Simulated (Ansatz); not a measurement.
**Tc of Ca (Fm-3m) from its phonons**

What Tc do the phonons of Ca (Fm-3m) give, and how does it depend on μ*? The cell shown first is a relaxed one, from steps not shown here.

Method: DFT PBE, scalar-relativistic, plane waves, PseudoDojo norm-conserving pseudopotentials, in the first sound run; inputs show where later runs differ, in Ansatz 0.2.0.

Most raw output is cut from this account.

## Step 1: The cell after earlier relaxation steps

It takes space group Fm-3m (No. 225, cubic). Conventional cell: a = 5.524 Å, b = 5.524 Å, c = 5.524 Å, α = 90.00°, β = 90.00°, γ = 90.00°. Nearest to Ca lie 12 Ca at 3.91 Å.

## Step 2: Coupling and resistivity: PseudoDojo files

The run that gives the couplings also evaluates McMillan's and Allen and Dynes's formulas and, where asked, the Eliashberg equations, over a range of μ*.

input.yaml reads:

```yaml
crystal:
  lattice:
    - [0.0, 2.7617566633, 2.7617566633]
    - [2.7617566633, 0.0, 2.7617566633]
    - [2.7617566633, 2.7617566633, 0.0]
  atoms:
    - { symbol: Ca, position: [0.0, 0.0, 0.0] }
kpoints:
  mp_grid: { grid: [8, 8, 8] }
hamiltonian:
  xc: pbe
  pseudopotentials: { kind: nc, accuracy: standard }
scf:
  occupations: { method: methfessel_paxton, width: 0.2 }
output:
  eigenvalues: true
phonons:
  method: dfpt
  qmesh: [2, 2, 2]
  temperatures: { t_max: 1000, t_step: 50 }
  qpath:
    path:
      - [[0.0, 0.0, 0.0], [0.5, 0.0, 0.5], [0.625, 0.25, 0.625]]
      - [[0.375, 0.375, 0.75], [0.0, 0.0, 0.0], [0.5, 0.5, 0.5], [0.5, 0.25, 0.75], [0.5, 0.0, 0.5]]
    npoints: 10
  electrical_resistivity:
    mesh: [12, 12, 12]
    temperatures: [20.0, 50.0, 80.0, 100.0, 150.0, 200.0, 273.0, 300.0, 400.0, 500.0, 600.0, 800.0]
  superconductivity: { mesh: [12, 12, 12], eliashberg_equations: false }
```

Command:

```
> ansatz run input.yaml --threads 4 --pin off --max-ram 10240MiB --backend cpu --events-out ev --progress --plain --runs-dir out
```

Wall time 17 s (4 threads of Arm Neoverse V2, shared host); peak memory 0.87 GiB; 62 s of CPU time.

This step gave:

```yaml
volume_per_atom: 42.13 Å³
metallic_on_mesh: yes
gap_on_the_k_mesh: 0 eV
zero_point_energy: 0.02071 eV/cell
share_of_imaginary_modes_in_the_plain_interpolation_between_solved_wavevectors: 0
highest_frequency_solved_or_plainly_interpolated: 165.9 cm⁻¹
debye_temperature_second_moment: 214 K
resistivity_at_300_k: 8.411 μΩ cm
coupling_constant_lambda: 0.1404
density_of_states_at_the_fermi_level: 0.7308 states/eV a spin and cell
log_mean_phonon_energy_omega_log: 12.24 meV
transport_coupling_constant_lambda_tr: 0.1309, 0.1309, 0.1309 (xx, yy, zz)
drude_plasma_energy: 4.059, 4.059, 4.059 eV (xx, yy, zz)
resistivity_times_mean_free_path: 13.94, 13.94, 13.94 × 10⁻¹⁶ Ω m² (xx, yy, zz)
second_moment_phonon_energy_omega: 14.23 meV
coupling_lambda_by_branch: 0.0299, 0.0219, 0.0885 (branches by rank of frequency)
```

An empty cell: under 1 mK by a formula, or no transition down to the floor of the Eliashberg search. Transition temperatures:

```
  μ*  McMillan Tc (K)  Allen–Dynes Tc (K)
0.08                -                   -
 0.1                -                   -
0.12                -                   -
0.13                -                   -
0.14                -                   -
0.16                -                   -
 0.2                -                   -
```

## Step 3: Coupling and resistivity: finite displacements

Finite displacements in a supercell are the other road to force constants and couplings; here with the base functional.

This step: DFT PBE, scalar-relativistic, plane waves, PAW (Ansatz 0.2.0).

Edit input.yaml of step 2 so:

```diff
@@ -2,5 +2,5 @@
   lattice:
-    - [0.0, 2.7617566633, 2.7617566633]
-    - [2.7617566633, 0.0, 2.7617566633]
-    - [2.7617566633, 2.7617566633, 0.0]
+    - [0.0, 2.7620731901, 2.7620731901]
+    - [2.7620731901, 0.0, 2.7620731901]
+    - [2.7620731901, 2.7620731901, 0.0]
   atoms:
@@ -11,3 +11,2 @@
   xc: pbe
-  pseudopotentials: { kind: nc, accuracy: standard }
 scf:
@@ -17,4 +16,4 @@
 phonons:
-  method: dfpt
-  qmesh: [2, 2, 2]
+  method: fd
+  supercell: [2, 2, 2]
   temperatures: { t_max: 1000, t_step: 50 }
```

The job ended after 11 s (4 threads; peak memory 0.91 GiB).

Numbers from this step:

- volume per atom: 42.14 Å³
- highest frequency, solved or plainly interpolated: 166 cm⁻¹
- resistivity at 300 K: 8.414 μΩ cm
- coupling constant λ: 0.1403
- density of states at the Fermi level: 0.7304 states/eV a spin and cell
- log mean phonon energy ħω_log: 12.23 meV
- Drude plasma energy: 4.06, 4.06, 4.06 eV (xx, yy, zz)
- second-moment phonon energy ħω₂: 14.22 meV
- coupling λ by branch: 0.03, 0.022, 0.0883 (branches by rank of frequency)

An empty cell: under 1 mK by a formula, or no transition down to the floor of the Eliashberg search. Transition temperatures:

```
  μ*  McMillan Tc (K)  Allen–Dynes Tc (K)
0.08                -                   -
 0.1                -                   -
0.12                -                   -
0.13                -                   -
0.14                -                   -
0.16                -                   -
 0.2                -                   -
```

## Step 4: Resistivity: r2SCAN at its own relaxed cell

The functional sets the lattice constant, the bands and the force constants.

This step: DFT r2SCAN, scalar-relativistic, plane waves, PAW (Ansatz 0.2.0).

Edit input.yaml of step 3 so:

```diff
@@ -2,5 +2,5 @@
   lattice:
-    - [0.0, 2.7620731901, 2.7620731901]
-    - [2.7620731901, 0.0, 2.7620731901]
-    - [2.7620731901, 2.7620731901, 0.0]
+    - [0.0, 2.7818451562, 2.7818451562]
+    - [2.7818451562, 0.0, 2.7818451562]
+    - [2.7818451562, 2.7818451562, 0.0]
   atoms:
@@ -10,3 +10,3 @@
 hamiltonian:
-  xc: pbe
+  xc: r2scan
 scf:
@@ -16,4 +16,4 @@
 phonons:
-  method: fd
-  supercell: [2, 2, 2]
+  method: dfpt
+  qmesh: [2, 2, 2]
   temperatures: { t_max: 1000, t_step: 50 }
```

Wall time 31 s (4 threads); peak memory 1.4 GiB.

This step gave:

```yaml
volume_per_atom: 43.06 Å³
zero_point_energy: 0.02127 eV/cell
highest_frequency_solved_or_plainly_interpolated: 171.4 cm⁻¹
debye_temperature_second_moment: 220 K
resistivity_at_300_k: 5.839 μΩ cm
coupling_constant_lambda: 0.1285
density_of_states_at_the_fermi_level: 0.5842 states/eV a spin and cell
log_mean_phonon_energy_omega_log: 12.78 meV
transport_coupling_constant_lambda_tr: 0.1103, 0.1103, 0.1103 (xx, yy, zz)
drude_plasma_energy: 4.652, 4.652, 4.652 eV (xx, yy, zz)
resistivity_times_mean_free_path: 13.45, 13.45, 13.45 × 10⁻¹⁶ Ω m² (xx, yy, zz)
second_moment_phonon_energy_omega: 14.79 meV
coupling_lambda_by_branch: 0.0266, 0.0192, 0.0828 (branches by rank of frequency)
```

An empty cell: under 1 mK by a formula, or no transition down to the floor of the Eliashberg search. Transition temperatures:

```
  μ*  McMillan Tc (K)  Allen–Dynes Tc (K)
0.08                -                   -
 0.1                -                   -
0.12                -                   -
0.13                -                   -
0.14                -                   -
0.16                -                   -
 0.2                -                   -
```

The Eliashberg function α²F by phonon energy; read off at these points:

```
phonon energy (meV)      α²F   α²F tr
               1.00        0        0
               1.50   1.5e-4   1.0e-4
               2.00   4.5e-4   3.5e-4
               2.50  0.00122   8.7e-4
               3.00  0.00279  0.00213
               3.50  0.00398  0.00349
               4.00  0.00514  0.00516
               4.50  0.00650  0.00739
               5.00  0.00854   0.0105
               5.50   0.0106   0.0133
               6.00   0.0119   0.0155
               6.50   0.0133   0.0178
               7.00   0.0148   0.0205
               7.50   0.0164   0.0229
               8.00   0.0180   0.0245
               8.50   0.0200   0.0260
               9.00   0.0229   0.0282
               9.50   0.0263   0.0305
              10.00   0.0298   0.0327
              10.50   0.0314    0.033
              11.00   0.0329   0.0334
              11.50   0.0350   0.0343
              12.00   0.0387   0.0361
              12.50   0.0419   0.0377
              13.00   0.0446   0.0386
              13.50   0.0464   0.0387
              14.00   0.0492   0.0401
              14.50   0.0543   0.0427
              15.00   0.0613   0.0474
              15.50   0.0644   0.0487
              16.00   0.0614   0.0432
              16.50   0.0740   0.0517
              17.00   0.0905   0.0631
              17.50    0.103   0.0683
              18.00    0.127   0.0761
              18.50    0.182    0.114
              19.00    0.285    0.198
              19.18    0.329    0.229
              19.50   0.0557   0.0406
              20.00   0.0293   0.0216
              20.50   0.0194   0.0137
              21.00  0.00734  0.00463
```

The coupling constant from the curve is λ = 0.13; modes below 15.4 meV give half. The Eliashberg function α²F (α²F) has its highest peak at 19.2 meV.

## Step 5: Summary of results

```
meshes                        : q 2×2×2, k 8×8×8, scattering 12×12×12
coupling constant λ           : 0.129
log mean phonon energy ħω_log : 12.8 meV
```

In the last run (r2SCAN, q 2×2×2, k 8×8×8, scattering 12×12×12), with λ = 0.13 and ħω_log = 12.8 meV, Tc at μ* = 0.13 is under 1 mK by the formulas. Wikipedia's list of superconducting elements holds no transition of Ca at normal pressure, in line with the calculation. In that run Allen and Dynes's formula gives no transition above 0.05 K at μ* = 0.10 or more. By the run's own test λ is not converged in the fine mesh: it moves by 4 % between the two finest, and by up to 11 % in the other runs. The run's transport test calls it not converged in the mesh; ρ(300 K) moves by 66 % in the component that moves most. These meshes are coarse. Over the runs, λ takes the values 0.140, 0.140 and 0.129, in the order shown. μ* is a typed number, phonons are harmonic, and spin fluctuations are left out; with λ this near or under μ*(1 + 0.62 λ), the formulas give Tc only to its order of magnitude, or none.

[Logs are printed without paths, hosts, clocks, repeated set-up lines and the standing remarks that a program may print on its own settings, such as how far it seeks lower states.]

[Hosts, paths, dates, database ids (printed as entryN), source tags and the programs' standing remarks are cut or masked in the printed files.]
